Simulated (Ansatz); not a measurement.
# C: optical spectrum from first principles

What colour and refractive index does C have at this level of theory?

Method: DFT, PBE, plane-wave PAW, default files, scalar-relativistic, independent-particle optical response without local fields, in Ansatz 0.2.0.

Report form: inputs, costs, results and the conclusion, without the logs.

### 1. The starting structure

Symmetry: Fd-3m, No. 227, cubic system. The conventional cell has a = 3.567 Å, b = 3.567 Å, c = 3.567 Å, α = 90.00°, β = 90.00°, γ = 90.00°. Nearest to C lie 4 C at 1.54 Å.

### 2. Ground state and bands

First the ground state: is it a metal or has it a gap?

This step: DFT, PBE, plane-wave PAW, default files, scalar-relativistic, ground state (Ansatz 0.2.0).

input.yaml

```yaml
crystal:
  lattice:
    - [0.0, 1.78337, 1.78337]
    - [1.78337, 0.0, 1.78337]
    - [1.78337, 1.78337, 0.0]
  atoms:
    - { symbol: C, position: [0.75, 0.75, 0.75] }
    - { symbol: C, position: [0.5, 0.5, 0.5] }
kpoints:
  mp_grid: { grid: [11, 11, 11] }
  band_path:
    path:
      - [[0.0, 0.0, 0.0], [0.5, 0.0, 0.5], [0.5, 0.25, 0.75], [0.375, 0.375, 0.75], [0.0, 0.0, 0.0], [0.5, 0.5, 0.5], [0.625, 0.25, 0.625], [0.5, 0.25, 0.75], [0.5, 0.5, 0.5], [0.375, 0.375, 0.75]]
      - [[0.625, 0.25, 0.625], [0.5, 0.0, 0.5]]
    npoints: 6
scf:
  occupations: { method: fermi_dirac, width: 0.05 }
  n_extra_bands: 6
hamiltonian:
  xc: pbe
  pseudopotentials: { kind: paw }
output:
  forces: true
  stress: true
  populations: true
  write_bands: true
  write_density: true
  write_potential: true
  elf: true
  volumetric_format: npy
```

Launch:

```sh
ansatz run input.yaml --threads 4 --pin off --max-ram 8192MiB --backend cpu --events-out ev --progress --plain --runs-dir out
```

The job ended after 0.3 s (4 threads of Intel Xeon Platinum 8488C (Sapphire Rapids), shared host; peak memory 0.39 GiB).

This step gave:

* free energy: -501.6155 eV
* Fermi energy: 15.37 eV
* gap by band count: 4.136 eV
* electrons: 8
* symmetry operations: 48
* pressure: 1.772 GPa
* gap on the k-mesh: 4.136 eV
* volume: 11.34 Å³
* gap on the path: 4.160 eV
* least direct gap on the path: 5.594 eV

There is a gap, 4.16 eV on the path, so no carriers' term is needed. The cell is left with a pressure of 1.8 GPa, as it stands unrelaxed at this level.

The electronic bands at the labelled points (eV, zero at the Fermi level; v1 is the highest filled band, c1 the lowest empty one):

```
    point      v3      v2      v1    c1    c2     c3     c4
        Γ   -2.05   -2.05   -2.05  3.54  3.54   3.54  11.23
  halfway   -6.57   -6.18   -6.18  2.40  8.19   9.53   9.53
        X  -14.82   -8.36   -8.36  2.72  2.72  14.75  14.75
  halfway  -14.48   -9.37   -9.37  4.83  4.83  13.50  13.50
        W  -14.03  -10.38  -10.38  8.57  8.57  10.25  10.25
  halfway  -13.72  -11.12   -8.64  5.42  8.78  11.38  12.29
        K  -13.79  -11.37   -7.42  3.63  8.69  12.31  13.56
  halfway   -8.56   -7.62   -3.80  6.10  6.59   8.00  11.58
        Γ   -2.05   -2.05   -2.05  3.54  3.54   3.54  11.23
  halfway   -8.64   -3.80   -3.80  5.74  5.74   6.09  12.55
        L  -15.43   -4.86   -4.86  6.42  6.42   6.78  13.63
  halfway  -14.66   -7.92   -5.99  5.12  8.80   9.67  12.89
        U  -13.79  -11.37   -7.42  3.63  8.69  12.31  13.56
  halfway  -13.72  -11.12   -8.64  5.42  8.78  11.38  12.29
        W  -14.03  -10.38  -10.38  8.57  8.57  10.25  10.25
  halfway  -14.42   -8.37   -6.74  6.25  7.39  10.99  12.80
        L  -15.43   -4.86   -4.86  6.42  6.42   6.78  13.63
  halfway  -14.66   -7.92   -5.99  5.12  8.80   9.67  12.89
        K  -13.79  -11.37   -7.42  3.63  8.69  12.31  13.56
jump to U  -13.79  -11.37   -7.42  3.63  8.69  12.31  13.56
  halfway  -14.56   -9.62   -8.12  2.95  4.62  14.06  14.39
        X  -14.82   -8.36   -8.36  2.72  2.72  14.75  14.75
```

Electrostatic potential energy in the ac plane of a cell with a along [110], b along [-110] and c along [001] of the cube at fractional y = 0.000, with atoms of C within 0.2 Å of it. With pseudopotentials it is smooth inside the atoms' cores, unlike the true potential.

Ten even steps from '0' (-61 eV) to '9' (14 eV), each cell a mean:
```
15999721599972
78999987899998
99999999999999
99999999999999
99989999998999
99634899963489
98301799830179
57634765763476
04888710488871
```

Valence density in the ac plane of a cell with a along [110], b along [-110] and c along [001] of the cube at fractional y = 0.000, with atoms of C within 0.2 Å of it. It is the smooth field of the valence electrons, not physical close to the nuclei.

Ten even steps from '0' (0.1 e/Å³) to '9' (1.8 e/Å³), each cell a mean:
```
95211479521147
42000144200014
10000011000001
00000000000000
00132100013210
01576300157630
24899632489963
78989877898987
99544799954479
```

### 3. Spectrum

The spectrum is a sum over vertical transitions between filled and empty bands at the fixed density, so many empty bands are needed.

This step: DFT, PBE, plane-wave PAW, default files, scalar-relativistic, independent-particle optical response without local fields (Ansatz 0.2.0).

input.yaml, the sections that differ from step 2:

```yaml
kpoints:
  mp_grid: { grid: [11, 11, 11] }
scf:
  occupations: { method: fixed }
output:
  optics:
    e_range: [0, 20]
    de: 0.05
    sigma: 0.15
    nscf_kmesh: { grid: [12, 12, 12] }
    bands: { spectra_wanted_up_to: 20 }
# crystal, hamiltonian: as in step 2
```

Run time: 1.5 s. Hardware: 4 threads; peak memory 0.52 GiB; 4.8 s of CPU time.

This step gave:

```
electronic dielectric constant ε∞, mean of the axes                                   : 5.958
absorption onset, first axis (α over 10⁴ cm⁻¹, or the direct gap if that lies higher) : 5.594 eV
main peak of Im epsilon, first axis                                                   : 11.13 eV
least direct gap on the mesh                                                          : 5.594 eV
bands summed                                                                          : 13
spectra valid up to                                                                   : 27.04 eV
program's estimate of the k-sum error in Im epsilon                                   : 0.16 %
electrons in the f-sum                                                                : 6.918
```

Table of Im ε, any direction by photon energy; read off at these points:

photon energy (eV), Im ε, any direction and a bar:
```
     5.00        0.0 
     5.50        0.1 
     6.00        1.9 ##
     6.50        2.6 ###
     7.00        3.1 ###
     7.50        3.5 ###
     8.00        4.0 ####
     8.50        4.5 ####
     9.00        5.2 #####
     9.50        6.2 ######
    10.00        7.5 #######
    10.50       10.2 ##########
    11.00       26.0 #########################
    11.15       31.2 ##############################
    11.50       18.1 #################
    12.00       11.8 ###########
    12.50        8.9 #########
    13.00        7.2 #######
    13.50        6.2 ######
    14.00        5.6 #####
    14.50        5.2 #####
    15.00        4.3 ####
    15.50        3.9 ####
    16.00        3.3 ###
    16.50        2.8 ###
    17.00        2.4 ##
    17.50        2.1 ##
    18.00        1.8 ##
    18.50        1.5 #
    19.00        1.3 #
    19.50        1.1 #
    20.00        1.0 #
```

Re ε, any direction against photon energy:

```
photon energy (eV)  Re ε, any direction
                 0                 5.96
                 1                 6.00
                 2                 6.15
                 3                 6.42
                 4                 6.89
                 5                 7.79
                 6                 9.38
                 7                 8.95
                 8                 9.08
                 9                 9.72
                10                 11.3
                11                 16.2
                12                -5.54
                13                -4.15
                14                -3.23
                15                -3.15
                16                -2.98
                17                -2.55
                18                -2.12
                19                -1.68
                20                -1.22
```

The refractive index n and extinction k by photon energy:

```
photon energy (eV)      n       k
               0.0   2.44       0
               0.5   2.44       0
               1.0   2.45       0
               1.5   2.46       0
               2.0   2.48       0
               2.5   2.50       0
               3.0   2.53       0
               3.5   2.57       0
               4.0   2.62       0
               4.5   2.69       0
               5.0   2.79       0
               5.5   3.00  0.0216
               6.0   3.08   0.305
               6.5   3.04   0.431
               7.0   3.03   0.512
               7.5   3.05   0.580
               8.0   3.08   0.648
               8.5   3.14   0.722
               9.0   3.22   0.811
               9.5   3.34   0.920
              10.0   3.53    1.07
              10.5   3.90    1.31
              11.0   4.84    2.68
              11.5   2.54    3.56
              12.0   1.94    3.05
              12.5   1.63    2.73
              13.0   1.44    2.50
              13.5   1.34    2.31
              14.0   1.27    2.20
              14.5   1.19    2.17
              15.0   1.04    2.06
              15.5  0.972    2.01
              16.0  0.861    1.93
              16.5  0.772    1.83
              17.0  0.698    1.74
              17.5  0.634    1.65
              18.0  0.575    1.57
              18.5  0.523    1.48
              19.0  0.475    1.38
              19.5  0.448    1.28
              20.0  0.423    1.18
```

Values under 1 per cm are given as 1. The absorption coefficient, any direction by photon energy:

```
photon energy (eV)  absorption coefficient, any direction (1/cm)
             0.000                                             1
             0.500                                             1
             1.000                                             1
             1.500                                             1
             2.000                                             1
             2.500                                             1
             3.000                                             1
             3.500                                             1
             4.000                                             1
             4.500                                             1
             5.000                                             1
             5.500                                         12018
             6.000                                         1.9e5
             6.500                                         2.8e5
             7.000                                         3.6e5
             7.500                                         4.4e5
             8.000                                         5.3e5
             8.500                                         6.2e5
             9.000                                         7.4e5
             9.500                                         8.9e5
            10.000                                         1.1e6
            10.500                                         1.4e6
            11.000                                         3.0e6
            11.500                                         4.1e6
            12.000                                         3.7e6
            12.500                                         3.5e6
            13.000                                         3.3e6
            13.500                                         3.2e6
            14.000                                         3.1e6
            14.500                                         3.2e6
            15.000                                         3.1e6
            15.500                                         3.2e6
            16.000                                         3.1e6
            16.500                                         3.1e6
            17.000                                         3.0e6
            17.500                                         2.9e6
            18.000                                         2.9e6
            18.500                                         2.8e6
            19.000                                         2.7e6
            19.500                                         2.5e6
            20.000                                         2.4e6
```

The loss function −Im 1/ε at q → 0, any direction by energy loss; read off at these points:

```
energy loss (eV)  loss function −Im 1/ε at q → 0, any direction
             5.0                                              0
             5.5                                        0.00160
             6.0                                         0.0205
             6.5                                         0.0294
             7.0                                         0.0346
             7.5                                         0.0382
             8.0                                         0.0406
             8.5                                         0.0421
             9.0                                         0.0429
             9.5                                         0.0426
            10.0                                         0.0407
            10.5                                         0.0358
            11.0                                         0.0277
            11.5                                         0.0494
            12.0                                         0.0693
            12.5                                         0.0868
            13.0                                          0.104
            13.5                                          0.122
            14.0                                          0.134
            14.5                                          0.137
            15.0                                          0.152
            15.5                                          0.158
            16.0                                          0.167
            16.5                                          0.181
            17.0                                          0.196
            17.5                                          0.213
            18.0                                          0.232
            18.5                                          0.257
            19.0                                          0.289
            19.5                                          0.338
            20.0                                          0.402
```

From ε follow the optical constants at some laser lines:

```
wavelength (nm)     n      k  R (%)        1/α
           1550  2.45  0.000   17.6  over 1 mm
            800  2.46  0.000   17.9  over 1 mm
            633  2.48  0.000   18.1  over 1 mm
            405  2.54  0.000   18.9  over 1 mm
            365  2.56  0.000   19.3  over 1 mm
            248  2.79  0.000   22.3  over 1 mm
            193  3.05  0.415   26.4      37 nm
```

Rows near the edge hang on the gap, which this functional as a rule makes too small, and phonon-assisted absorption over an indirect gap is left out.

A film 1 µm thick would pass 69 % of daylight and look colourless, dimmed by reflection in transmission (x = 0.314, y = 0.330).

The first strong peak, at 11.13 eV, fits the highest filled and the lowest empty band, which run nearly parallel at that distance over 100 % of L–U; the match rests on energies alone.

The f-sum over the summed bands holds 6.9 of the cell's 8 electrons outside the frozen cores, 2 of which lie in bands more than 12 eV below the Fermi level, whose transitions come at higher energies. Up to 20 eV the strength has a mean oscillator energy of 11.5 eV, close to the main peak.

### 4. Static response with local fields

Perturbation theory gives the static response with local fields and the functional's kernel, and it needs no empty bands.

This step: DFT, PBE, plane-wave PAW, default files, scalar-relativistic, static field response by perturbation theory with local fields (Ansatz 0.2.0).

input.yaml, the sections that differ from step 3:

```yaml
dielectric: {}
# crystal, kpoints, scf, hamiltonian: as in step 3
# output: removed
```

Run time: 4.1 s. Hardware: 4 threads; peak memory 0.53 GiB; 15 s of CPU time.

Read-outs:

- electronic dielectric constant ε∞, mean of the axes: 5.844

ε∞ with local fields:

```
5.84 0.00 0.00
0.00 5.84 0.00
0.00 0.00 5.84
```

Diagonal elements. Born, by row:

```
atom  Z*xx (e)  Z*yy (e)  Z*zz (e)
  C1         0         0         0
  C2         0         0         0
```

The ε∞ with local fields is isotropic, 5.84.

### 5. Results

```yaml
gap_on_the_path: 4.16 eV
least_direct_gap_on_the_path: 5.59 eV
electronic_dielectric_constant_eps_infinity_mean_of_the_axes_independent_particles: 5.96
absorption_onset_first_axis_alpha_over_1e4_cm_minus1_or_the_direct_gap_if_that_lies_higher: 5.59 eV
main_peak_of_im_epsilon_first_axis: 11.1 eV
electronic_dielectric_constant_eps_infinity_mean_of_the_axes_static_response_with_local_fields: 5.84
```

In words: At this level (PBE, independent particles) C has ε∞ = 5.96 (5.84 with local fields) and n = 2.45 at 1550 nm; absorption sets in near 5.6 eV, and Im ε peaks at 11.1 eV. The gap is indirect (4.16 eV), so absorption without phonons can begin only at the direct gap of 5.59 eV. Lines 0.15 eV wide carry a tail of absorption under the direct gap, past the threshold already at 5.49 eV. Absorption is strong from the direct gap on, 5.59 eV, in the ultraviolet, so the visible is passed. The first strong peak, at 11.13 eV, fits the highest filled and the lowest empty band, which run nearly parallel at that distance over 100 % of L–U; the match rests on energies alone. A film 1 µm thick would pass 69 % of daylight and look colourless, dimmed by reflection in transmission (x = 0.314, y = 0.330). With local fields and the functional's kernel the static response is 5.84 against 5.96 for independent particles (-2 %). In the base spectrum excitons and phonon-assisted transitions are missing, and so are local fields; PBE gaps are as a rule too small, which pulls the onset down and ε∞ up. In the base run ε includes the program's bounded estimate of what the bands above those summed add.

[Long decimals in the printed logs are rounded to 6 places.]

[Logs are printed without paths, hosts, clocks, repeated set-up lines and the standing remarks that a program may print on its own settings, such as how far it seeks lower states.]

[Hosts, paths, dates, database ids (printed as entryN), source tags and the programs' standing remarks are cut or masked in the printed files.]

[Where the starting crystal was built by hand or by swapping elements, it need not be the compound's stable phase.]

[The count of steps not shown may lack steps that the program refused or didn't finish.]
